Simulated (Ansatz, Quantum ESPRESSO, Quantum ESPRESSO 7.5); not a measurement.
# From contact to tunnelling: vacuum gaps between two W(110) faces

How fast does transmission decay with width? The series: vacuum gaps between two W(110) faces.

Program: Quantum ESPRESSO 7.5. Level of theory: plane-wave DFT, PBE, JTH PAW pseudopotentials (cross-check by Ansatz 0.2.0 with PAW datasets). Values are calculated unless marked as measured.

**1. Set-up**

The cell holds 16 atoms: 16 W. Its edges and angles: a = 3.180 Å, b = 2.754 Å, c = 37.729 Å, α = 90.0°, β = 90.0°, γ = 54.7°. It derives from W. Regions: left lead, 8 atoms (8 W); right lead, 8 atoms (8 W). The structure is stacked, and the current runs, along c.

**2. Ground state, 4 Å**

One periodic cell holds a lead period, the junction and more lead; the atoms stay as built.

Input file j0.scf.in:

```
&control
  prefix = 'j0.scf'
  outdir = './out'
  pseudo_dir = './pseudo'
  calculation = 'scf'
  tprnfor = .true.
/
&system
  ibrav = 0
  nat = 16
  ntyp = 1
  ecutwfc = 45
  ecutrho = 360
  occupations = 'smearing'
  smearing = 'mv'
  degauss = 0.01
/
&electrons
  conv_thr = 1e-07
  mixing_beta = 0.25
  electron_maxstep = 120
  mixing_mode = 'local-TF'
/
ATOMIC_SPECIES
  W   183.8400  W.GGA_PBE-JTH.UPF
CELL_PARAMETERS angstrom
  3.18000000000000 0.00000000000000 0.00000000000000
  1.59000000000000 2.24859956417322 0.00000000000000
  0.00000000000000 0.00000000000000 37.72899346259832
ATOMIC_POSITIONS crystal
  W   0.000000000000 0.000000000000 0.000000000000
  W   0.500000000000 0.000000000000 0.059598715942
  W   0.000000000000 0.000000000000 0.119197431885
  W   0.500000000000 0.000000000000 0.178796147827
  W   0.000000000000 0.000000000000 0.238394863770
  W   0.500000000000 0.000000000000 0.297993579712
  W   0.000000000000 0.000000000000 0.357592295655
  W   0.500000000000 0.000000000000 0.417191011597
  W   0.000000000000 0.000000000000 0.523210272460
  W   0.500000000000 0.000000000000 0.582808988403
  W   0.000000000000 0.000000000000 0.642407704345
  W   0.500000000000 0.000000000000 0.702006420288
  W   0.000000000000 0.000000000000 0.761605136230
  W   0.500000000000 0.000000000000 0.821203852173
  W   0.000000000000 0.000000000000 0.880802568115
  W   0.500000000000 0.000000000000 0.940401284058
K_POINTS automatic
  9 10 1 0 0 0
```

Started as:

```sh
OMP_NUM_THREADS=1 mpirun -n 8 pw.x -nk 4 -in j0.scf.in > j0.scf.out
```

The log of the run:

```text
Program PWSCF v.7.5 starts

     Parallel version (MPI & OpenMP), running on       8 processor cores
     Number of MPI processes:                 8
     Threads/MPI process:                     1

     MPI processes distributed on     1 nodes

     Current dimensions of program PWSCF are:
     Max number of different atomic species (ntypx) = 10
     Max number of k-points (npk) =  40000
     Max angular momentum in pseudopotentials (lmaxx) =  4
     file W.GGA_PBE-JTH.UPF: wavefunction(s)  5S 6S 5P 6P 5D 0D renormalized
     Message from routine setup:
     using ibrav=0 with symmetry is DISCOURAGED, use correct ibrav instead

     K-points division:     npool     =       4
     R & G space division:  proc/nbgrp/npool/nimage =       2
     Subspace diagonalization in iterative solution of the eigenvalue problem:
     a serial algorithm will be used

     Parallelization info
     --------------------
     sticks:   dense  smooth     PW     G-vecs:    dense   smooth      PW
     Min         365     183     64               105017    37035    7562
     Max         366     184     65               105028    37044    7593
     Sum         731     367    129               210045    74079   15155

     Using Slab Decomposition

     bravais-lattice index     =            0
     lattice parameter (alat)  =       6.0093  a.u.
     unit-cell volume          =    1820.5854 (a.u.)^3
     number of atoms/cell      =           16
     number of atomic types    =            1
     number of electrons       =       224.00
     number of Kohn-Sham states=          134
     kinetic-energy cutoff     =      45.0000  Ry
     charge density cutoff     =     360.0000  Ry
     scf convergence threshold =      1.0E-07
     mixing beta               =       0.2500
     number of iterations used =            8  local-TF  mixing
     Exchange-correlation= SLA PW PBX PBC
                           (   1   4   3   4   0   0   0)

     celldm(1)=   6.009329  celldm(2)=   0.000000  celldm(3)=   0.000000
     celldm(4)=   0.000000  celldm(5)=   0.000000  celldm(6)=   0.000000

     crystal axes: (cart. coord. in units of alat)
               a(1) = (   1.000000   0.000000   0.000000 )
               a(2) = (   0.500000   0.707107   0.000000 )
               a(3) = (   0.000000   0.000000  11.864463 )

     reciprocal axes: (cart. coord. in units 2 pi/alat)
               b(1) = (  1.000000 -0.707107  0.000000 )
               b(2) = (  0.000000  1.414214  0.000000 )
               b(3) = (  0.000000  0.000000  0.084285 )

     PseudoPot. # 1 for W  read from file:
     ./pseudo/W.GGA_PBE-JTH.UPF
     Pseudo is Projector augmented-wave + core cor, Zval = 14.0
     Generated using ATOMPAW code
     Shape of augmentation charge: BESSEL
     Using radial grid of 1121 points,  6 beta functions with:
                l(1) =   0
                l(2) =   0
                l(3) =   1
                l(4) =   1
                l(5) =   2
                l(6) =   2
     Q(r) pseudized with 0 coefficients

     atomic species   valence    mass     pseudopotential
     W                14.00   183.84000     W ( 1.00)

      4 Sym. Ops. (no inversion) found

   Cartesian axes

     site n.     atom                  positions (alat units)
         1        W      tau(   1) = (   0.0000000   0.0000000   0.0000000  )
         2        W      tau(   2) = (   0.5000000   0.0000000   0.7071068  )
         3        W      tau(   3) = (   0.0000000   0.0000000   1.4142136  )
         4        W      tau(   4) = (   0.5000000   0.0000000   2.1213203  )
         5        W      tau(   5) = (   0.0000000   0.0000000   2.8284271  )
         6        W      tau(   6) = (   0.5000000   0.0000000   3.5355339  )
         7        W      tau(   7) = (   0.0000000   0.0000000   4.2426407  )
         8        W      tau(   8) = (   0.5000000   0.0000000   4.9497475  )
         9        W      tau(   9) = (   0.0000000   0.0000000   6.2076091  )
        10        W      tau(  10) = (   0.5000000   0.0000000   6.9147159  )
        11        W      tau(  11) = (   0.0000000   0.0000000   7.6218227  )
        12        W      tau(  12) = (   0.5000000   0.0000000   8.3289294  )
        13        W      tau(  13) = (   0.0000000   0.0000000   9.0360362  )
        14        W      tau(  14) = (   0.5000000   0.0000000   9.7431430  )
        15        W      tau(  15) = (   0.0000000   0.0000000  10.4502498  )
        16        W      tau(  16) = (   0.5000000   0.0000000  11.1573566  )

     number of k points=    46  Marzari-Vanderbilt smearing, width (Ry)=  0.0100
                       cart. coord. in units 2pi/alat
        k(    1) = (   0.0000000   0.0000000   0.0000000), wk =   0.0222222
        k(    2) = (   0.0000000   0.1414214   0.0000000), wk =   0.0444444
        k(    3) = (   0.0000000   0.2828427   0.0000000), wk =   0.0444444
        k(    4) = (   0.0000000   0.4242641   0.0000000), wk =   0.0444444
        k(    5) = (   0.0000000   0.5656854   0.0000000), wk =   0.0444444
        k(    6) = (   0.0000000  -0.7071068   0.0000000), wk =   0.0222222
        k(    7) = (   0.1111111  -0.0785674   0.0000000), wk =   0.0444444
        k(    8) = (   0.1111111   0.0628539   0.0000000), wk =   0.0444444
        k(    9) = (   0.1111111   0.2042753   0.0000000), wk =   0.0444444
        k(   10) = (   0.1111111   0.3456966   0.0000000), wk =   0.0444444
[...]
k(   46) = (   0.4444444  -0.4556910   0.0000000), wk =   0.0444444

     Dense  grid:   210045 G-vectors     FFT dimensions: (  40,  32, 432)

     Smooth grid:    74079 G-vectors     FFT dimensions: (  25,  24, 320)

     Estimated max dynamical RAM per process >     301.18 MB

     Estimated total dynamical RAM >       2.20 GB

     Initial potential from superposition of free atoms

     starting charge     223.9911, renormalised to     224.0000
     Starting wfcs are  288 randomized atomic wfcs
     Checking if some PAW data can be deallocated...

     total cpu time spent up to now is       18.0 secs

     per-process dynamical memory:   201.6 Mb

     Self-consistent Calculation

     iteration #  1     ecut=    45.00 Ry     beta= 0.25
     Davidson diagonalization with overlap
     ethr =  1.00E-02,  avg # of iterations =  2.0

     total cpu time spent up to now is       40.4 secs

     total energy              =  -12164.10523506 Ry
     estimated scf accuracy    <       4.21600430 Ry

     iteration #  2     ecut=    45.00 Ry     beta= 0.25

     total energy              =  -12163.93587891 Ry
     estimated scf accuracy    <       2.08517754 Ry

[...]
17.2137  17.2527  17.3287  17.4426  17.5819  17.7474  17.9325  18.0418
    18.1353  18.2501  18.2766  18.3400  18.4392  18.4885  18.5440  18.5990
    18.6741  18.7267  18.7953  18.8649  18.8676  18.8966  18.9089  18.9460
    18.9480  18.9630  18.9646  19.0096  19.1524  19.1536  19.3057  19.3162
    19.4052  19.4392  19.4617  19.5908  19.9154  20.3486  20.4979  20.5630
    20.6315  20.7189  20.8356  20.8375  20.9329  21.0756  21.2510  21.3732
    21.4155  21.4337  21.5011  21.5476  21.5667  21.6686

          k = 0.0000 0.2828 0.0000 (  9375 PWs)   bands (ev):

   -53.9549 -53.9549 -53.9372 -53.9343 -53.9284 -53.9172 -53.9041 -53.8880
   -53.8754 -53.8670 -53.8569 -53.8458 -53.8341 -53.8263 -53.7953 -53.7950
   -18.6462 -18.6266 -18.5852 -18.5265 -18.4612 -18.3870 -18.3059 -18.2188
   -18.1448 -18.1289 -18.1251 -18.1036 -18.0904 -18.0755 -18.0596 -18.0457
   -18.0427 -18.0274 -18.0169 -18.0141 -18.0101 -17.9698 -17.9550 -17.9543
   -17.9227 -17.9099 -17.9093 -17.8951 -17.8942 -17.8881 -17.8835 -17.8757
   -17.8757 -17.8350 -17.8302 -17.7977 -17.7780 -17.7645 -17.7540 -17.7327
   -17.7315 -17.7104 -17.6832 -17.6681 -17.6678 -17.6348 -17.5936 -17.5619
    12.4021  12.5176  12.7028  12.9810  13.2862  13.6760  14.0320  14.4615
    14.7770  15.1270  15.2994  15.3149  15.3696  15.3921  15.5630  15.6723
    17.1793  17.1910  17.3005  17.3266  17.4311  17.5193  17.7664  18.0320
    18.1494  18.1827  18.2573  18.4366  18.5813  18.5819  18.5975  18.6128
    18.6407  18.6757  18.6801  18.7119  18.7293  18.7688  18.8141  18.8784
    18.9402  18.9988  19.0017  19.1254  19.1624  19.2325  19.2631  19.2742
    19.3456  19.5728  19.7714  19.8309  19.9109  20.1495  20.2913  20.3298
    20.3360  20.3373  20.3926  20.4657  20.5088  20.5202  20.5973  20.6051
    20.6807  20.7262  20.7834  20.7959  20.8556  20.9814

          k = 0.0000 0.4243 0.0000 (  9301 PWs)   bands (ev):

   -53.9168 -53.9168 -53.8993 -53.8974 -53.8916 -53.8810 -53.8688 -53.8539
   -53.8428 -53.8353 -53.8258 -53.8154 -53.8043 -53.7971 -53.7631 -53.7628
   -18.5346 -18.5192 -18.4849 -18.4387 -18.4130 -18.4128 -18.3930 -18.3885
   -18.3811 -18.3707 -18.3574 -18.3515 -18.3410 -18.3254 -18.3243 -18.2708
   -18.2666 -18.2446 -18.2153 -18.1841 -18.1802 -18.1791 -18.1545 -18.1539
   -18.1482 -18.1469 -18.1239 -18.1049 -18.0682 -18.0619 -18.0560 -18.0530
   -18.0072 -17.9852 -17.9647 -17.9256 -17.9086 -17.8909 -17.8578 -17.8345
   -17.8284 -17.7955 -17.7951 -17.7508 -17.6849 -17.6344 -17.5939 -17.5633
    13.6824  13.7971  13.9811  14.2487  14.5393  14.8806  15.1771  15.3888
    15.4618  15.4619  15.5908  15.6431  15.7586  15.7777  15.8704  15.8814
    15.8946  15.9035  15.9184  16.0564  16.2981  16.5762  16.8129  17.1177
    17.2054  17.4592  17.5747  17.5772  17.6810  17.7767  18.0034  18.0632
    18.1462  18.3503  18.4077  18.4498  18.8237  18.9667  19.2661  19.7469
    19.9793  20.1214  20.1318  20.1633  20.2777  20.3047  20.4944  20.5430
    20.5703  20.6566  20.7057  20.7137  20.7139  20.7379  20.7429  20.8978
    20.9886  21.0029  21.0310  21.0335  21.2462  21.2838  21.7545  21.7944
    21.8874  21.9399  22.3362  22.3456  22.4498  22.4753

          k = 0.0000 0.5657 0.0000 (  9221 PWs)   bands (ev):

   -53.8860 -53.8859 -53.8687 -53.8675 -53.8615 -53.8514 -53.8400 -53.8262
   -53.8163 -53.8097 -53.8006 -53.7907 -53.7802 -53.7734 -53.7369 -53.7366
   -18.6973 -18.6964 -18.6752 -18.6560 -18.6338 -18.6067 -18.5743 -18.5385
   -18.5037 -18.4730 -18.4477 -18.4399 -18.4312 -18.4208 -18.4138 -18.3832
   -18.3786 -18.3562 -18.3553 -18.3540 -18.3260 -18.3225 -18.2939 -18.2936
   -18.2879 -18.2643 -18.2553 -18.2120 -18.2047 -18.1616 -18.1335 -18.1114
   -18.0675 -18.0513 -18.0271 -17.9912 -17.9723 -17.9572 -17.9331 -17.8964
   -17.8960 -17.8956 -17.8173 -17.7426 -17.6797 -17.6320 -17.5936 -17.5645
    14.1059  14.2194  14.4028  14.6627  14.8093  14.8575  14.9092  14.9423
    14.9461  15.0239  15.0793  15.1927  15.2254  15.2906  15.3960  15.4574
    15.5247  15.6038  15.6511  15.7605  15.9184  16.0043  16.1622  16.5200
    16.8630  16.9651  17.0889  17.2981  17.3393  17.6014  17.7268  17.9696
    18.2801  18.4265  18.6755  18.9280  19.2145  19.5228  19.5269  20.0415
    20.1202  20.5173  20.5576  20.7329  20.7966  20.8107  21.0372  21.1893
    21.2319  21.4542  21.5387  21.5702  21.8642  22.1155  22.1629  22.2625
    22.3503  22.5603  22.7115  23.1094  23.1351  23.2549  23.2641  23.3048
    23.4364  23.5111  23.6907  23.7747  23.8982  24.1987

          k = 0.0000-0.7071 0.0000 (  9196 PWs)   bands (ev):

   -53.8742 -53.8741 -53.8570 -53.8560 -53.8499 -53.8400 -53.8290 -53.8156
   -53.8062 -53.7999 -53.7909 -53.7812 -53.7709 -53.7644 -53.7268 -53.7265
   -18.8046 -18.8031 -18.7816 -18.7590 -18.7329 -18.7017 -18.6648 -18.6238
   -18.5833 -18.5469 -18.5141 -18.4834 -18.4558 -18.4365 -18.4256 -18.4209
   -18.4058 -18.3983 -18.3906 -18.3804 -18.3798 -18.3678 -18.3560 -18.3350
   -18.3072 -18.2962 -18.2534 -18.2524 -18.2015 -18.1916 -18.1508 -18.1210
   -18.1063 -18.0655 -18.0402 -18.0292 -17.9947 -17.9703 -17.9631 -17.9345
   -17.9341 -17.8884 -17.8119 -17.7389 -17.6775 -17.6310 -17.5934 -17.5649
    14.0927  14.2011  14.3759  14.5408  14.5523  14.6110  14.6188  14.6450
    14.7356  14.8020  14.8538  14.9321  15.0373  15.0606  15.1909  15.2580
    15.3181  15.3979  15.4181  15.6779  15.7924  15.8154  16.0596  16.5360
    16.7887  16.9142  16.9898  17.1265  17.4346  17.5664  17.8095  18.0778
    18.2766  18.7464  18.7905  19.2911  19.4060  20.0016  20.0284  20.3450
    20.3577  20.5089  20.5514  20.5958  20.7645  20.9240  21.0921  21.3741
    21.3854  21.4668  21.5348  21.7092  21.9262  22.0350  22.2732  22.2998
    22.5039  22.9731  23.0336  23.5882  23.8724  24.0212  24.0674  24.4654
    24.5238  24.7797  25.1035  25.1372  25.2980  25.3110

[...]
the Fermi energy is    20.3151 ev

!    total energy              =  -12163.93886639 Ry
     total all-electron energy =    -12163.938866 Ry
     estimated scf accuracy    <       0.00000006 Ry
     smearing contrib. (-TS)   =      -0.00066998 Ry
     internal energy E=F+TS    =  -12163.93819641 Ry

     The total energy is F=E-TS. E is the sum of the following terms:
     one-electron contribution =    -840.74413876 Ry
     hartree contribution      =     646.68578457 Ry
     xc contribution           =    -451.75100728 Ry
     ewald contribution        =   -1556.62093717 Ry
     one-center paw contrib.   =   -9961.50789778 Ry

     convergence has been achieved in  13 iterations

     Forces acting on atoms (cartesian axes, Ry/au):

     atom    1 type  1   force =     0.00000000    0.00000000   -0.00167686
     atom    2 type  1   force =     0.00000000    0.00000000    0.00139864
     atom    3 type  1   force =     0.00000000    0.00000000    0.00073278
     atom    4 type  1   force =     0.00000000    0.00000000   -0.00225333
     atom    5 type  1   force =     0.00000000    0.00000000    0.00163802
     atom    6 type  1   force =     0.00000000    0.00000000    0.00056133
     atom    7 type  1   force =     0.00000000    0.00000000    0.02267558
     atom    8 type  1   force =     0.00000000    0.00000000    0.00624625
     atom    9 type  1   force =     0.00000000    0.00000000   -0.00624934
     atom   10 type  1   force =     0.00000000    0.00000000   -0.02280867
     atom   11 type  1   force =     0.00000000    0.00000000   -0.00054000
     atom   12 type  1   force =     0.00000000    0.00000000   -0.00134959
     atom   13 type  1   force =     0.00000000    0.00000000    0.00180903
     atom   14 type  1   force =     0.00000000    0.00000000   -0.00043787
     atom   15 type  1   force =     0.00000000    0.00000000   -0.00118361
     atom   16 type  1   force =     0.00000000    0.00000000    0.00143765

     Total force =     0.033688     Total SCF correction =     0.001461

=------------------------------------------------------------------------------=
   JOB DONE.
=------------------------------------------------------------------------------=
```

It took 5.5 min on 8 MPI ranks of Arm Neoverse V1, shared host; peak memory 2.5 GiB.

Read from the output:

```
free energy  : -165498.8194 eV
Fermi energy : 20.32 eV
```

The run needed 13 iterations to bring the estimated error under 1e-07 Ry; the largest force on any atom, held or free, is 0.59 eV/Å.

(Part 1 of 4 ends here.)

[Long decimals in the printed logs are rounded to 6 places.]

[Repeated lines of the later SCF iterations (solver, time, negative density, dipole) and banner, clock, host and MPI lines are left out of these logs without a mark at each place.]

[Logs are printed without paths, hosts, clocks, repeated set-up lines and the standing remarks that a program may print on its own settings, such as how far it seeks lower states.]

[Hosts, paths, dates, database ids (printed as entryN), source tags and the programs' standing remarks are cut or masked in the printed files.]

[Maps of the electrostatic potential energy from Ansatz leave out the sawtooth potential of an applied field or a dipole correction, so their vacuum need not be flat; planar profiles and work functions include it.]
